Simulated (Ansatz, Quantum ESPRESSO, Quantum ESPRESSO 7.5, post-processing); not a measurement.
## Ca(111) with one reversed stacking step (an intrinsic fault): ballistic transmission

Aim: the zero-bias transmission with pwcond for this junction: Ca(111) with one reversed stacking step (an intrinsic fault).

Program: Quantum ESPRESSO 7.5. Level of theory: plane-wave DFT, LDA, GBRV ultrasoft pseudopotentials (cross-check by Ansatz 0.2.0 with PAW datasets). Results are calculated unless marked as measured.

Most raw output is cut from this account.

## (1) Set-up

The cell holds 20 atoms: 20 Ca. Cell: a = 3.903 Å, b = 3.903 Å, c = 63.739 Å, α = 90.0°, β = 90.0°, γ = 60.0°. It derives from Ca. Regions: left lead, 9 atoms (9 Ca); channel, 2 atoms (2 Ca); right lead, 9 atoms (9 Ca). The structure is stacked along c, and the current runs across the ab planes.

## (2) Self-consistent run

One periodic cell holds a stretch of lead, the junction and more lead; the atoms stay as built.

File scf.in:

```
&control
  prefix = 'scf'
  outdir = './out'
  pseudo_dir = './pseudo'
  calculation = 'scf'
  tprnfor = .true.
/
&system
  ibrav = 0
  nat = 20
  ntyp = 1
  ecutwfc = 40
  ecutrho = 200
  occupations = 'smearing'
  smearing = 'mv'
  degauss = 0.01
/
&electrons
  conv_thr = 1e-07
  mixing_beta = 0.25
  electron_maxstep = 120
  mixing_mode = 'local-TF'
/
ATOMIC_SPECIES
  Ca  40.0780  ca_lda_v1.uspp.F.UPF
CELL_PARAMETERS angstrom
  3.90322943214974 0.00000000000000 0.00000000000000
  1.95161471607487 3.38029584504079 0.00000000000000
  0.00000000000000 0.00000000000000 63.73946971853469
ATOMIC_POSITIONS crystal
  Ca  0.000000000000 0.000000000000 0.000000000000
  Ca  0.333333333000 0.333333333000 0.050000000000
  Ca  0.666666667000 0.666666667000 0.100000000000
  Ca  0.000000000000 0.000000000000 0.150000000000
  Ca  0.333333333000 0.333333333000 0.200000000000
  Ca  0.666666667000 0.666666667000 0.250000000000
  Ca  0.000000000000 0.000000000000 0.300000000000
  Ca  0.333333333000 0.333333333000 0.350000000000
  Ca  0.666666667000 0.666666667000 0.400000000000
  Ca  0.333333333000 0.333333333000 0.450000000000
  Ca  0.666666667000 0.666666667000 0.500000000000
  Ca  0.000000000000 0.000000000000 0.550000000000
  Ca  0.333333333000 0.333333333000 0.600000000000
  Ca  0.666666667000 0.666666667000 0.650000000000
  Ca  0.000000000000 0.000000000000 0.700000000000
  Ca  0.333333333000 0.333333333000 0.750000000000
  Ca  0.666666667000 0.666666667000 0.800000000000
  Ca  0.000000000000 0.000000000000 0.850000000000
  Ca  0.333333333000 0.333333333000 0.900000000000
  Ca  0.666666667000 0.666666667000 0.950000000000
K_POINTS automatic
  7 7 1 0 0 0
```

Launch:

```bash
$ OMP_NUM_THREADS=1 mpirun -n 4 pw.x -nk 2 -in scf.in > scf.out
```

Run time: 3.8 min. Hardware: 4 MPI ranks of Arm Neoverse V2, shared host; peak memory 2 GiB.

This step gave:

- free energy: -20383.0099 eV
- Fermi energy: 4.851 eV

The program's own clock; routines nest. Time by routine:

| routine | wall time (s) | calls |
| --- | --- | --- |
| PWSCF | 229.7 | 1 |
| electrons | 217.1 | 1 |
| c_bands | 188.4 | 13 |
| cegterg | 171.9 | 52 |
| h_psi | 101.4 | 296 |
| fftw | 64.93 | 36378 |
| vloc_psi | 58.13 | 296 |
| calbec | 32.36 | 364 |
| sum_band | 24.52 | 13 |
| add_vuspsi | 21.2 | 296 |
| h_psi:calbec | 21.19 | 296 |
| s_psi | 21.14 | 296 |
| init_run | 8.98 | 1 |
| wfcinit | 8.51 | 1 |

The run needed 12 iterations to bring the estimated error under 1e-07 Ry; the largest force on any atom, held or free, is 0.01 eV/Å.

## (3) The open system

prefixt takes both regions from one run: the lead from 0 to bdl, the scattering region from bdl to bds (units of alat). ikind = 1 puts the same lead on both sides. The program's T_tot counts both spins in a run without spin; the tables below give T per spin.

File cond.in:

```
&inputcond
  outdir = './out'
  prefixt = 'scf'
  tran_file = 'cond.dat'
  bdl = 2.4494897434
  bds = 16.3299316189
  ikind = 1
  ewind = 4.0
  epsproj = 1e-05
  nz1 = 7
  energy0 = 0.4
  denergy = -0.4
/
10
  0.00000000 0.00000000 0.01562500
  0.00000000 0.12500000 0.09375000
  0.00000000 0.25000000 0.09375000
  0.00000000 0.37500000 0.09375000
  0.00000000 0.50000000 0.04687500
  0.12500000 0.25000000 0.09375000
  0.12500000 0.37500000 0.18750000
  0.12500000 0.50000000 0.18750000
  0.25000000 0.50000000 0.09375000
  0.25000000 0.62500000 0.09375000
3
```

Launch:

```bash
$ OMP_NUM_THREADS=1 mpirun -n 4 pwcond.x -in cond.in > cond.out
```

Elapsed: 3.9 min, on 4 MPI ranks; peak memory 0.57 GiB; 15 min of CPU time.

Read from the output:

- lead channels at the Fermi level, one spin: 1
- transmission at the Fermi level, one spin: 0.8350
- conductance: 0.8350 G₀

Per spin; mean over the k mesh across the current. Table of open channels, zone mean by energy, zero at the Fermi level:

| energy (eV) | open channels, zone mean |
| --- | --- |
| -0.400 | 0.938 |
| 0.000 | 1 |
| 0.400 | 1.19 |

Per spin; mean over the k mesh across the current. Table of transmission, zone mean by energy, zero at the Fermi level:

| energy (eV) | transmission, zone mean |
| --- | --- |
| -0.400 | 0.809 |
| 0.000 | 0.835 |
| 0.400 | 0.741 |

At 0.000 eV; k in fractions of b1, b2. Transmission by k point:

| k1 | k2 | weight | t | channels |
| --- | --- | --- | --- | --- |
| 0 | 0 | 0.01562 | 0.9921 | 1 |
| 0 | 0.125 | 0.09375 | 0.9937 | 1 |
| 0 | 0.25 | 0.09375 | 0.9994 | 1 |
| 0 | 0.375 | 0.09375 | 0.9988 | 1 |
| 0 | 0.5 | 0.04688 | 0.1694 | 1 |
| 0.125 | 0.25 | 0.09375 | 0.9963 | 1 |
| 0.125 | 0.375 | 0.1875 | 0.9911 | 1 |
| 0.125 | 0.5 | 0.1875 | 0.5133 | 1 |
| 0.25 | 0.5 | 0.09375 | 0.999 | 1 |
| 0.25 | 0.625 | 0.09375 | 0.6612 | 1 |

The program's own clock; routines nest. Time by routine:

| routine | wall time (s) | calls |
| --- | --- | --- |
| PWCOND | 231 | 1 |
| scatter_forw | 193 | 60 |
| local | 20.44 | 10 |
| compbs | 12.73 | 30 |
| compbs_2 | 10.69 | 30 |
| init | 0.7 | 1 |
| poten | 0.14 | 1 |

At no point does T exceed the number of channels.

## (4) Transmission with pwcond.x, with ewind = 6.0 and epsproj = 1e-07

How much does a setting matter? One run is repeated with a change.

cond.w.in is the input of step 3 with these lines changed:

```diff
@@ -3,3 +3,3 @@
   prefixt = 'scf'
-  tran_file = 'cond.dat'
+  tran_file = 'cond.w.dat'
   bdl = 2.4494897434
@@ -7,4 +7,4 @@
   ikind = 1
-  ewind = 4.0
-  epsproj = 1e-05
+  ewind = 6.0
+  epsproj = 1e-07
   nz1 = 7
```

Launch:

```bash
$ OMP_NUM_THREADS=1 mpirun -n 4 pwcond.x -in cond.w.in > cond.w.out
```

Run time: 4.3 min. Hardware: 4 MPI ranks; peak memory 0.57 GiB.

Beside the run it was changed from:

| quantity | this run | unchanged run | difference |
| --- | --- | --- | --- |
| transmission at the Fermi level, one spin | 0.8350 | 0.8350 | 1.0e-6 |
| lead channels at the Fermi level, one spin | 1 | 1 | 0 |
| wall time (s) | 256 | 232 |  |

Over all energies T moves by up to 1.0e-6, at 0 eV.

The physical values in this table stay within 0.05 %.

## (5) Cross-check with Ansatz

A second code with its own PAW datasets, on the same atoms.

Level of this step: plane-wave DFT, LDA, Ansatz PAW (Ansatz 0.2.0).

File input.yaml:

```yaml
crystal:
  lattice:
    - [3.9032294321, 0.0, 0.0]
    - [1.9516147161, 3.380295845, 0.0]
    - [0.0, 0.0, 63.7394697185]
  atoms:
    - { symbol: Ca, position: [0.0, 0.0, 0.0] }
    - { symbol: Ca, position: [0.333333333, 0.333333333, 0.05] }
    - { symbol: Ca, position: [0.666666667, 0.666666667, 0.1] }
    - { symbol: Ca, position: [0.0, 0.0, 0.15] }
    - { symbol: Ca, position: [0.333333333, 0.333333333, 0.2] }
    - { symbol: Ca, position: [0.666666667, 0.666666667, 0.25] }
    - { symbol: Ca, position: [0.0, 0.0, 0.3] }
    - { symbol: Ca, position: [0.333333333, 0.333333333, 0.35] }
    - { symbol: Ca, position: [0.666666667, 0.666666667, 0.4] }
    - { symbol: Ca, position: [0.333333333, 0.333333333, 0.45] }
    - { symbol: Ca, position: [0.666666667, 0.666666667, 0.5] }
    - { symbol: Ca, position: [0.0, 0.0, 0.55] }
    - { symbol: Ca, position: [0.333333333, 0.333333333, 0.6] }
    - { symbol: Ca, position: [0.666666667, 0.666666667, 0.65] }
    - { symbol: Ca, position: [0.0, 0.0, 0.7] }
    - { symbol: Ca, position: [0.333333333, 0.333333333, 0.75] }
    - { symbol: Ca, position: [0.666666667, 0.666666667, 0.8] }
    - { symbol: Ca, position: [0.0, 0.0, 0.85] }
    - { symbol: Ca, position: [0.333333333, 0.333333333, 0.9] }
    - { symbol: Ca, position: [0.666666667, 0.666666667, 0.95] }
kpoints:
  mp_grid: { grid: [7, 7, 1] }
hamiltonian:
  xc: lda
scf:
  occupations: { method: fermi_dirac, width: 0.1 }
  convergence: { dr2_threshold: 1.0e-08 }
output:
  transmission: { leads: [[0, 3]], e_range: [-0.4, 0.4], de: 0.4, kmesh: [8, 8] }
  write_potential: true
  write_density: true
  volumetric_format: npy
```

Launch:

```bash
$ ansatz run input.yaml --threads 4 --pin off --max-ram 8192MiB --backend cpu --events-out ev --progress --plain --runs-dir out
```

Run time: 37 s. Hardware: 4 threads; peak memory 2.3 GiB.

Numbers from this step:

| Property | Result |
| --- | --- |
| free energy | -35452.1097 eV |
| energy at zero smearing | -35451.6984 eV |
| smearing term TS | 0.8226 eV |
| Fermi energy | 4.770 eV |
| symmetry operations | 12 |
| transmission at the Fermi level, one spin | 0.8537 |
| lead channels at the Fermi level, one spin | 1.094 |
| step of the lead's Hamiltonian over a period | 0 meV |

Per spin; mean over the k mesh across the current. Transmission, zone mean against energy, zero at the Fermi level:

| energy (eV) | transmission, zone mean |
| --- | --- |
| -0.400 | 0.833 |
| 0.000 | 0.854 |
| 0.400 | 0.784 |

Per spin; mean over the k mesh across the current. Table of open channels, zone mean by energy, zero at the Fermi level:

| energy (eV) | open channels, zone mean |
| --- | --- |
| -0.400 | 0.938 |
| 0.000 | 1.09 |
| 0.400 | 1.19 |

Ansatz finds T = 0.854 against pwcond's 0.835.

## (6) All levels side by side

All levels:

| step | T at the Fermi level (per spin) | conductance (G0) | r.m.s. T(E) from the first | CPU time of the step (s) | peak memory (GiB) |
| --- | --- | --- | --- | --- | --- |
| Ansatz | 0.8537 | - | 0 | 130.6 | 2.313 |
| pwcond | 0.835 | 0.835 | 0.03002 | 925.7 | 0.57 |
| pwcond, changed setting | 0.835 | 0.835 | 0.03002 | 1024 | 0.57 |

Per spin; mean over the k mesh across the current. Table of transmission, zone mean by energy, zero at the Fermi level:

| energy (eV) | Ansatz | pwcond | pwcond, changed setting |
| --- | --- | --- | --- |
| -0.400 | 0.833 | 0.809 | 0.809 |
| 0.000 | 0.854 | 0.835 | 0.835 |
| 0.400 | 0.784 | 0.741 | 0.741 |

## (7) By hand

The Landauer sum over the mesh, Σ w T = 0.1875 × 0.991 + 0.1875 × 0.513 + 0.0938 × 0.999 + … = 0.8350.

G = 0.835 × 77.48 µS = 64.7 µS a cell. Times the area of 13.194 Å², the resistance-area product is A/G = 2.04 fΩ m², the leads' contact resistance included.

## (8) Results

- conductance from T at the Fermi level, a cell (G₀ = 2e²/h): 0.835 G₀
- conductance per area: 490 S/μm²
- lead channels per spin: 1.00
- the same conductance by Ansatz: 0.854 G₀

The junction conducts 0.835 G₀ a cell at the Fermi level (LDA, GBRV ultrasoft). At the Fermi level the junction passes 84 % of what the leads offer. At the Fermi level pwcond and Ansatz differ by 2.2 %, a close match. The codes count unlike numbers of lead channels on 9 % of the mesh. The mean rests on 10 distinct points, the heaviest weighing 0.19, and the mesh was not tested, so even the second digit is unsure. Over -0.4 to 0.4 eV, T lies between 0.74 and 0.84 per spin. The geometry is as built, not relaxed, and the leads are short.

[Logs are printed without paths, hosts, clocks, repeated set-up lines and the standing remarks that a program may print on its own settings, such as how far it seeks lower states.]

[Hosts, paths, dates, database ids (printed as entryN), source tags and the programs' standing remarks are cut or masked in the printed files.]

[Maps of the electrostatic potential energy from Ansatz leave out the sawtooth potential of an applied field or a dipole correction, so their vacuum need not be flat; planar profiles and work functions include it.]
